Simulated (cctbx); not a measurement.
# Accept or mend?

Cell a = 10.1840 Å, b = 10.1840 Å, c = 3.0010 Å, α = 90.00°, β = 90.00°, γ = 90.00°; space group P4/mbm (no. 127).

The data are simulated with cctbx, not measured: Ga Kα, λ = 1.3414 Å, to d = 0.8 Å, 70 % of the full sphere, strongest reflection 70000 counts, noise from counting, a 1.5 % proportional error and a noise floor of 2 counts (s.d.); no absorption.

An isotropic refinement with weights 1/σ² prints:

```text
Rint 0.015, 208 unique reflections to 0.80 A
cycle     R1     wR2    GooF  max shift (A)
   1  0.8913  0.9905 101.324   0.30411
   3  0.0044  0.0103   1.052   0.00000
final R1 0.0044 wR2 0.0103 GooF 1.052  parameters 9  data/parameter 23.1
atom        x        y        z      Ueq    occ   su(xyz)  su(Uiso or U11)
Ir1    0.92819  0.79339  0.50000   0.0031  1.000  0.00001  0.0000
Ir2    0.00000  0.50000  0.50000   0.0035  1.000  0.00000  0.0001
Ga1    0.87344  0.62656  0.00000   0.0044  1.000  0.00003  0.0001
Cr1    0.00000  0.00000  0.00000   0.0051  1.000  0.00000  0.0002
Mg1    0.67386  0.82614  0.00000   0.0070  1.000  0.00008  0.0002
difference map: max 0.56 min -0.51 rms 0.09
Q1    0.0000  0.5000  0.3300    4    0.56  0.51 A from Ir2
Q2    0.1216  0.3784  0.1726    8    0.41  0.52 A from Ga1
Q3    0.1231  0.6231  0.0000    4    0.38  0.73 A from Mg1
Q4    0.0335  0.1744  0.5000    8    0.33  0.51 A from Ir1
Q5    0.1218  0.2028  0.2699   16    0.25  0.86 A from Ir1
Q6    0.2493  0.2507  0.5000    4    0.24  1.86 A from Ir1
```

Q: Accept it or mend it, and why?

It can stand. The set-up had a fault (start far from the minimum), but the refinement still reached the right minimum: R1 = 0.0044, wR2 = 0.0103, GooF = 1.05 against R1 = 0.0044, wR2 = 0.0103, GooF = 1.05 for the right model.

The compound is Mg2CrGa2Ir5. The right model at the same level gives:

```text
Rint 0.015, 208 unique reflections to 0.80 A
cycle     R1     wR2    GooF  max shift (A)
   1  0.1550  0.3636  37.198   0.09995
   2  0.0044  0.0103   1.052   0.00002
final R1 0.0044 wR2 0.0103 GooF 1.052  parameters 9  data/parameter 23.1
atom        x        y        z      Ueq    occ   su(xyz)  su(Uiso or U11)
Ir1    0.92819  0.79339  0.50000   0.0031  1.000  0.00001  0.0000
Ir2    0.00000  0.50000  0.50000   0.0035  1.000  0.00000  0.0001
Ga1    0.87344  0.62656  0.00000   0.0044  1.000  0.00003  0.0001
Cr1    0.00000  0.00000  0.00000   0.0051  1.000  0.00000  0.0002
Mg1    0.67386  0.82614  0.00000   0.0070  1.000  0.00008  0.0002
difference map: max 0.56 min -0.51 rms 0.09
Q1    0.0000  0.5000  0.3300    4    0.56  0.51 A from Ir2
Q2    0.1216  0.3784  0.1726    8    0.41  0.52 A from Ga1
Q3    0.1231  0.6231  0.0000    4    0.38  0.73 A from Mg1
Q4    0.0335  0.1744  0.5000    8    0.33  0.51 A from Ir1
Q5    0.1218  0.2028  0.2699   16    0.25  0.86 A from Ir1
Q6    0.2493  0.2507  0.5000    4    0.24  1.86 A from Ir1
```

Isotropic U is held between 0.0001 and 1 Å² by the program, and listed peak heights are interpolated, so they can pass the grid's maximum.

The model was made for the exercise: a known structure type with other elements put in, its volume estimated, not relaxed; displacement parameters are assumed.

[Middle refinement cycles are left out of these outputs.]

[Logs are printed without paths, hosts, clocks, repeated set-up lines and the standing remarks that a program may print on its own settings, such as how far it seeks lower states.]
